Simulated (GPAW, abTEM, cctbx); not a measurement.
## BeCrAs: the scripts behind a bonding study

Short scripts, each with its output. The cell comes from substitution in a known structure type and wasn't matched to any measured phase.

## 1. Relax the structure

```text
cell
1.0
     0.000000000    0.000000000    3.640000000
     5.969000000    0.000000000    0.000000000
    -2.984500000    5.169305635    0.000000000
As Cr Be
3 3 3
Direct
0.000000000 0.666666667 0.333333333
0.000000000 0.333333333 0.666666667
0.500000000 0.000000000 0.000000000
0.500000000 0.000000000 0.572900006
0.500000000 0.427099994 0.427099994
0.500000000 0.572900006 0.000000000
0.000000000 0.000000000 0.249700006
0.000000000 0.750299994 0.750299994
0.000000000 0.249700006 0.000000000
```

```python
from ase.constraints import FixSymmetry
from ase.filters import FrechetCellFilter
from ase.io import read, write
from ase.optimize import BFGS
from ase.parallel import parprint
from gpaw import GPAW, PW, FermiDirac

atoms = read("start.vasp")
atoms.set_initial_magnetic_moments([0, 0, 0, 3, 3, 3, 0, 0, 0])
atoms.set_constraint(FixSymmetry(atoms))
atoms.calc = GPAW(mode=PW(570), xc="PBE", kpts={"size": (5, 4, 4), "gamma": True},
                 occupations=FermiDirac(0.1), maxiter=120, symmetry={"tolerance": 1e-5}, txt="relax.txt")
BFGS(FrechetCellFilter(atoms), maxstep=0.15).run(fmax=0.03, steps=40)
parprint("cell  %.4f %.4f %.4f  %.2f %.2f %.2f" % tuple(atoms.cell.cellpar()))
parprint("volume %.3f A^3, largest force %.3f eV/A, largest stress %.2f GPa" % (atoms.get_volume(), abs(atoms.get_forces()).max(), 160.218 * abs(atoms.get_stress()).max()))
atoms.set_constraint()
write("relaxed.vasp", atoms, direct=True)
```

```console
$ OMP_NUM_THREADS=1 mpirun -n 4 gpaw python run.py > gpaw.log
```

```text
      Step        Energy          fmax
BFGS:    0      -51.904381        0.769197
BFGS:    1      -51.934657        0.718267
BFGS:    2      -52.080283        0.426911
BFGS:    3      -52.103313        0.393820
BFGS:    4      -52.107101        0.381499
BFGS:    5      -52.115695        0.341639
BFGS:    6      -52.130182        0.261903
BFGS:    7      -52.154324        0.308115
BFGS:    8      -52.171254        0.329725
BFGS:    9      -52.178711        0.291591
BFGS:   10      -52.184713        0.237688
BFGS:   11      -52.193412        0.219910
BFGS:   12      -52.206306        0.253246
BFGS:   13      -52.220012        0.198631
BFGS:   14      -52.227005        0.140885
BFGS:   15      -52.228835        0.130231
BFGS:   16      -52.230291        0.099363
BFGS:   17      -52.231936        0.055390
BFGS:   18      -52.233462        0.033624
BFGS:   19      -52.233974        0.009791
cell  3.3946 6.1119 6.1119  120.00 90.00 90.00
volume 109.819 A^3, largest force 0.010 eV/A, largest stress 0.12 GPa
```

Time: 6 min on 4 cores of Arm Neoverse V2 (shared host), peak memory 1.3 GiB.

## 2. Build the all-electron density and subtract free atoms

```text
cell
1.0
     0.000000000    0.000000000    3.394596170
     6.111945370    0.000000000    0.000000000
    -3.055972690    5.293099960    0.000000000
As Cr Be
3 3 3
Direct
0.000000000 0.666666670 0.333333330
0.000000000 0.333333330 0.666666670
0.500000000 0.000000000 0.000000000
0.500000000 0.000000000 0.605161570
0.500000000 0.394838430 0.394838430
0.500000000 0.605161570 0.000000000
0.000000000 0.000000000 0.264030850
0.000000000 0.735969150 0.735969150
0.000000000 0.264030850 0.000000000
```

```python
import numpy as np
from ase.io import read
from ase.units import Bohr
from gpaw import GPAW, PW, FermiDirac
from gpaw.calculator import GPAW as OldGPAW
from gpaw.mpi import serial_comm, world
from scipy.special import erfc
from scipy.spatial import cKDTree

atoms = read("cell.vasp")
atoms.set_initial_magnetic_moments([0, 0, 0, 3, 3, 3, 0, 0, 0])
atoms.calc = GPAW(mode=PW(450), xc="PBE", kpts={"size": (7, 5, 5), "gamma": True},
                 occupations=FermiDirac(0.1), maxiter=120, symmetry={"tolerance": 1e-5}, txt="scf.txt")
atoms.get_potential_energy()
rho = atoms.calc.get_all_electron_density(gridrefinement=2)
moments = atoms.get_magnetic_moments() if atoms.calc.get_number_of_spins() == 2 else np.zeros(len(atoms))
total = atoms.get_magnetic_moment() if moments.any() else 0.0
if world.rank == 0:
    free = OldGPAW(mode=PW(450), xc="PBE", txt=None, communicator=serial_comm)
    neutral = atoms.copy()
    neutral.set_initial_magnetic_moments(None)
    free.initialize(neutral)
    free.set_positions(neutral)
    drho = rho - free.get_all_electron_density(gridrefinement=2)
    # GPAW starts from confined atoms: exchange their smooth part for that of the datasets' free atoms
    h = np.stack(np.meshgrid(*[np.fft.fftfreq(n, 1 / n) for n in drho.shape], indexing="ij"), -1)
    gabs = np.linalg.norm(h @ atoms.cell.reciprocal(), axis=-1)
    tails = np.fft.fftn(free.get_pseudo_density(gridrefinement=2))
    g, form, v0 = np.linspace(0, gabs.max(), 1500), {}, 0
    for e in set(atoms.symbols):
        idx = atoms.symbols.search(e)
        d = free.setups[idx[0]].data
        r, w = d.rgd.r_g * Bohr, d.rgd.r_g**2 * d.rgd.dr_g
        j0 = np.sinc(2 * g[:, None] * r)
        smooth = sum(f * p**2 for f, p in zip(d.f_j, d.phit_jg)) + np.sqrt(4 * np.pi) * d.nct_g
        full = sum(f * p**2 for f, p in zip(d.f_j, d.phi_jg)) + np.sqrt(4 * np.pi) * d.nc_g
        phase = sum(np.exp(-2j * np.pi * h @ s) for s in atoms.get_scaled_positions()[idx])
        tails -= np.interp(gabs, g, j0 @ (smooth * w)) * phase * drho.size / atoms.get_volume()
        form[e] = j0 @ (full * w)
        v0 += 2 * np.pi / 3 * 14.3996 * (full * w * r**2).sum() * len(idx)  # V A^3
    tails *= 0.5 * erfc((gabs - 1.8) / 0.25)  # the tails differ at long wavelengths alone
    drho += np.fft.ifftn(tails).real  # crystal minus superposed spherical free atoms
    np.save("drho.npy", drho)
    dv = atoms.get_volume() / drho.size
    print("grid", drho.shape, " electrons %.3f" % (rho.sum() * dv), " moved by bonding %.3f e" % (abs(drho).sum() * dv / 2))
    pts = np.indices(drho.shape).reshape(3, -1).T / drho.shape @ atoms.cell
    shifts = (np.indices((3, 3, 3)).reshape(3, -1).T - 1) @ atoms.cell
    images = (atoms.positions[None] + shifts[:, None]).reshape(-1, 3)
    dist, idx = cKDTree(images).query(pts, k=4)
    out = drho.ravel()[dist[:, 0] > 0.5]
    print("deformation density beyond 0.5 A of the nuclei: max %.3f, min %.3f e/A^3" % (out.max(), out.min()))
    tie = dist < dist[:, :1] + 1e-4
    q = -np.bincount((idx % len(atoms))[tie], (drho.ravel()[:, None] / tie.sum(1, keepdims=True) * tie)[tie], len(atoms)) * dv
    print("atom        x       y       z   Voronoi charge  moment")
    for a, s, c, m in zip(atoms, atoms.get_scaled_positions(), q, moments):
        print("%-2s%-3d %7.4f %7.4f %7.4f %10.3f %10.2f" % (a.symbol, a.index + 1, *s, c, m))
    np.savez("free.npz", g=g, **form)
    print("mean inner potential of superposed free atoms %.3f V" % (v0 / atoms.get_volume()))
    print("total magnetic moment %.3f muB" % total)
```

```console
$ OMP_NUM_THREADS=1 mpirun -n 4 gpaw python run.py > gpaw.log
```

```text
grid (36, 60, 60)  electrons 183.000  moved by bonding 1.382 e
deformation density beyond 0.5 A of the nuclei: max 0.088, min -0.340 e/A^3
atom        x       y       z   Voronoi charge  moment
As1    0.0000  0.6667  0.3333     -0.105      -0.03
As2    0.0000  0.3333  0.6667     -0.105      -0.03
As3    0.5000  0.0000  0.0000     -0.067      -0.02
Cr4    0.5000  0.0000  0.6052      0.149       1.39
Cr5    0.5000  0.3948  0.3948      0.149       1.39
Cr6    0.5000  0.6052  0.0000      0.149       1.39
Be7    0.0000  0.0000  0.2640     -0.057      -0.02
Be8    0.0000  0.7360  0.7360     -0.057      -0.02
Be9    0.0000  0.2640  0.0000     -0.057      -0.02
mean inner potential of superposed free atoms 22.622 V
total magnetic moment 4.224 muB
```

Time: 31 s.

## 3. Fourier-transform the difference

```python
from cctbx import adptbx, crystal, miller, xray
from cctbx.eltbx import tiny_pse
import numpy as np

cs = crystal.symmetry(unit_cell=(6.1119, 6.1119, 3.3946, 90, 90, 120), space_group_symbol='Hall: P -6 -2')  # P-62m
atoms = [  # label, site, U (iso, or U11 U22 U33 U12 U13 U23 in A^2), occupancy
    ("As1", (2/3, 1/3, 0), 0.0000, 1),
    ("As2", (0, 0, 0.5), 0.0000, 1),
    ("Cr1", (0, 0.60516, 0.5), 0.0000, 1),
    ("Be1", (0, 0.26403, 0), 0.0000, 1),
]
xs = xray.structure(crystal_symmetry=cs)
for label, site, u, occ in atoms:
    u = adptbx.u_cif_as_u_star(cs.unit_cell(), u) if isinstance(u, tuple) else u
    xs.add_scatterer(xray.scatterer(label, site=site, u=u, occupancy=occ))
xs.scattering_type_registry(table="wk1995")
drho = np.load("drho.npy")
T = np.array([[0, 1, 0], [0, 0, 1], [1, 0, 0]])  # conventional axes in terms of the primitive ones
dF = np.fft.ifftn(drho) * 109.81905  # electrons a conventional cell, indexed by primitive hkl
ms = miller.build_set(cs, anomalous_flag=False, d_min=0.9).sort("resolution")
iam = ms.structure_factors_from_scatterers(xs, algorithm="direct").f_calc()
p1 = xs.expand_to_p1()
z = np.array([tiny_pse.table(sc.scattering_type).atomic_number() for sc in p1.scatterers()])
x = np.array(p1.sites_frac())
free = np.load("free.npz")
print("static structure factors of the conventional cell: F in electrons, V (Mott-Bethe) in volts")
print("   h  k  l      d  |F| table  |F| free   |F| DFT   change   |V| free  |V| DFT  change %")
for h, d, table in list(zip(ms.indices(), ms.d_spacings().data(), iam.data()))[:16]:
    df = dF[tuple(np.rint(np.linalg.solve(T, h)).astype(int))]
    phase = np.exp(2j * np.pi * x @ h)
    f = sum(np.interp(1 / d, free["g"], free[sc.scattering_type]) * p for sc, p in zip(p1.scatterers(), phase))
    fz = (z * phase).sum()
    c = 14.3996 * d * d / (np.pi * cs.unit_cell().volume())
    v0, v1 = abs(fz - f) * c, abs(fz - f - df) * c
    print("%4d%3d%3d %7.4f %9.3f %9.3f %9.3f %8.3f %9.3f %8.3f %8s" % (h + (d, abs(table), abs(f), abs(f + df), abs(f + df) - abs(f), v0, v1, "%.1f" % (100 * (v1 / v0 - 1)) if v0 > 0.02 else "-")))
```

```console
$ python run.py
```

```text
static structure factors of the conventional cell: F in electrons, V (Mott-Bethe) in volts
   h  k  l      d  |F| table  |F| free   |F| DFT   change   |V| free  |V| DFT  change %
   1  0  0  5.2931    10.140    10.098    10.054   -0.044     0.589    0.641      8.8
   0  0  1  3.3946    24.456    24.087    23.675   -0.413     1.401    1.599     14.2
   1  1  0  3.0560    66.276    66.275    66.160   -0.116     3.946    4.007      1.5
   1  0  1  2.8574    41.542    41.641    41.776    0.135     2.442    2.396     -1.9
   2  0  0  2.6465    25.788    25.602    25.264   -0.338     1.861    1.960      5.3
   1  1  1  2.2712    63.288    63.032    62.579   -0.453     5.028    5.124      1.9
   2  0  1  2.0872    76.578    76.415    76.048   -0.367     5.328    5.395      1.3
   2  1  0  2.0006    24.634    24.532    24.182   -0.350     2.295    2.353      2.5
   3  0  0  1.7644   100.312   100.077    99.500   -0.577     6.264    6.339      1.2
   2  1  1  1.7235    48.182    48.074    47.882   -0.192     2.700    2.723      0.9
   0  0  2  1.6973   119.229   118.941   118.312   -0.628     7.702    7.778      1.0
   1  0  2  1.6162     7.120     7.110     7.055   -0.055     0.381    0.387      1.6
   3  0  1  1.5655     1.233     1.268     1.141   -0.127     0.290    0.303      4.5
   2  2  0  1.5280    61.687    61.525    61.394   -0.131     2.935    2.949      0.4
   1  1  2  1.4838    51.931    51.794    51.693   -0.101     2.291    2.302      0.5
   3  1  0  1.4680    32.228    32.216    32.167   -0.049     2.130    2.134      0.2
```

Time: 0.31 s on 1 core of Arm Neoverse V2 (shared host), peak memory 0.08 GiB.

## 4. Propagate a plane wave with and without the bonding term

```python
import abtem
import numpy as np
from ase.build import make_supercell
from ase.io import read

abtem.config.set({"dask.lazy": False, "fft": "fftw", "diagnostics.progress_bar": False})
M = [[0, -1, 0], [0, -1, -2], [1, 0, 0]]  # rows: x, y and beam direction in the primitive cell's axes
unit = make_supercell(read("cell.vasp"), M)
unit.set_cell(list(unit.cell.lengths()) + [90, 90, 90], scale_atoms=True)
unit.positions[:, 2] += 0.8486  # keeps atomic planes off the slice boundaries
unit.wrap()
slab = unit * (2, 2, 120)
print(slab.get_chemical_formula(), "| box %.2f x %.2f x %.2f A" % tuple(slab.cell.lengths()))

# change of the potential by bonding, from the DFT deformation density (Poisson's equation term by term)
drho = np.load("drho.npy")
prim = read("cell.vasp")
h = np.stack(np.meshgrid(*[np.fft.fftfreq(n, 1 / n) for n in drho.shape], indexing="ij"), -1).reshape(-1, 3).astype(int)
g2 = ((h @ prim.cell.reciprocal()) ** 2).sum(1)
keep = (g2 > 0) & (g2 < 2.5**2)
shape = (175, 303, 20)
vg = np.zeros(shape, complex)
hm = h[keep] @ np.array(M).T
move = np.exp(-2j * np.pi * hm[:, 2] * (0.8486 / unit.cell[2, 2] - 0.5 / shape[2]))  # the same shift, sampled at mid-points
vg[tuple(hm.T % np.array(shape)[:, None])] = -14.3996 / np.pi * (np.fft.fftn(drho).ravel() / drho.size)[keep] / g2[keep] * move
dV = np.fft.ifftn(vg).real * vg.size
dV = dV.reshape(175, 303, 2, 10).mean(3) * unit.cell[2, 2] / 2  # V A, projected in each slice
dV = np.tile(dV.transpose(2, 0, 1), (120, 2, 2))


def build(atoms):
    p = abtem.Potential(atoms, gpts=(350, 606), slice_thickness=[slab.cell[2, 2] / 240] * 240,
                        parametrization="lobato", projection="infinite", exit_planes=20).build()
    p.array[:] += BONDING * dV
    return p


sigmas = {'As': 0.062, 'Cr': 0.065, 'Be': 0.081}  # r.m.s. displacement along each axis, A
u = np.array([sigmas[s] for s in slab.symbols])[:, None]
rng = np.random.default_rng(162)


def potentials():
    for _ in range(3):  # frozen phonons, one configuration at a time
        atoms = slab.copy()
        atoms.positions += u * rng.standard_normal((len(atoms), 3))
        atoms.wrap()
        yield build(atoms)


for label, BONDING in (("IAM", 0.0), ("DFT", 1.0)):
    print("=====", label)
    rng = np.random.default_rng(162)  # the same displacements for both
    potential = build(slab)
    print("grid", potential.gpts, "slices", potential.num_slices)
    thickness = potential.exit_thicknesses
    wave = abtem.PlaneWave(energy=200000)
    dp = np.mean([wave.multislice(p).diffraction_patterns(max_angle="valid").array for p in potentials()], axis=0)
    hkl = [(0, 0, 0), (1, 0, 0), (1, 1, 0), (2, 0, 0), (2, 1, 0), (3, 0, 0), (2, 2, 0)]
    nx, ny = dp.shape[-2:]
    print("intensity of each beam, fraction of the incident wave")
    print("  t (A)" + "".join("%9s" % " ".join(map(str, h)) for h in hkl) + "  diffuse    total")
    grid = np.zeros((nx, ny), bool)
    grid[nx // 2 % 2::2, ny // 2 % 2::2] = True
    for t, a in list(zip(thickness, dp))[1:]:
        idx = [np.rint(np.array(M) @ np.linalg.solve([[0, 1, 0], [0, 0, 1], [1, 0, 0]], h)).astype(int) for h in hkl]
        print("%7.1f" % t + "".join("%9.5f" % a[nx // 2 + i[0] * 2, ny // 2 + i[1] * 2] for i in idx) + "%9.4f%9.4f" % (a[~grid].sum(), a.sum()))
```

```console
$ python run.py
```

```text
As2880Be2880Cr2880 | box 12.22 x 21.17 x 407.35 A
===== IAM
grid (350, 606) slices 240
intensity of each beam, fraction of the incident wave
  t (A)    0 0 0    1 0 0    1 1 0    2 0 0    2 1 0    3 0 0    2 2 0  diffuse    total
   33.9  0.66037  0.00032  0.00828  0.00207  0.00184  0.01451  0.00308   0.0225   0.9986
   67.9  0.43823  0.00162  0.02692  0.00572  0.00210  0.01545  0.00350   0.0703   0.9954
  101.8  0.59276  0.00315  0.02809  0.00582  0.00057  0.00221  0.00200   0.0961   0.9937
  135.8  0.59126  0.00317  0.00582  0.00231  0.00344  0.00420  0.00384   0.1063   0.9930
  169.7  0.45710  0.00327  0.02849  0.00227  0.00687  0.00542  0.00177   0.1272   0.9914
  203.7  0.36340  0.00615  0.06522  0.00590  0.00572  0.00389  0.00072   0.1422   0.9904
  237.6  0.29505  0.01091  0.05353  0.00588  0.00527  0.00365  0.00472   0.1534   0.9894
  271.6  0.29571  0.01357  0.04501  0.00208  0.00943  0.00121  0.00342   0.1639   0.9886
  305.5  0.30992  0.01360  0.05766  0.00061  0.01098  0.00189  0.00045   0.1693   0.9880
  339.5  0.24260  0.01578  0.06702  0.00106  0.00762  0.00223  0.00122   0.1747   0.9874
  373.4  0.17517  0.02105  0.06804  0.00105  0.00543  0.00030  0.00041   0.1815   0.9868
  407.4  0.19675  0.02403  0.05044  0.00140  0.00591  0.00054  0.00010   0.1867   0.9862
===== DFT
grid (350, 606) slices 240
intensity of each beam, fraction of the incident wave
  t (A)    0 0 0    1 0 0    1 1 0    2 0 0    2 1 0    3 0 0    2 2 0  diffuse    total
   33.9  0.65563  0.00035  0.00851  0.00218  0.00187  0.01467  0.00321   0.0226   0.9986
   67.9  0.44166  0.00161  0.02584  0.00558  0.00193  0.01514  0.00380   0.0706   0.9954
  101.8  0.61422  0.00292  0.02464  0.00517  0.00055  0.00186  0.00217   0.0959   0.9937
  135.8  0.60567  0.00266  0.00414  0.00185  0.00369  0.00424  0.00379   0.1057   0.9930
  169.7  0.45327  0.00288  0.02954  0.00262  0.00639  0.00581  0.00158   0.1270   0.9914
  203.7  0.36600  0.00613  0.06335  0.00642  0.00466  0.00372  0.00091   0.1428   0.9903
  237.6  0.32094  0.01045  0.04686  0.00559  0.00503  0.00317  0.00460   0.1535   0.9894
  271.6  0.32585  0.01221  0.04126  0.00168  0.00954  0.00135  0.00300   0.1635   0.9886
  305.5  0.31896  0.01249  0.06022  0.00106  0.01015  0.00201  0.00053   0.1692   0.9880
  339.5  0.23914  0.01562  0.06723  0.00150  0.00698  0.00183  0.00144   0.1750   0.9874
  373.4  0.18800  0.02069  0.06172  0.00095  0.00618  0.00012  0.00053   0.1820   0.9868
  407.4  0.22568  0.02255  0.04643  0.00093  0.00689  0.00063  0.00008   0.1869   0.9862
```

Time: 87 s.

[Outputs are excerpts: Python notices, other lines and further rows are left out; steps that failed or that the build refused (PBEsol, TPSS) are not shown.]

[Logs are printed without paths, hosts, clocks, repeated set-up lines and the standing remarks that a program may print on its own settings, such as how far it seeks lower states.]
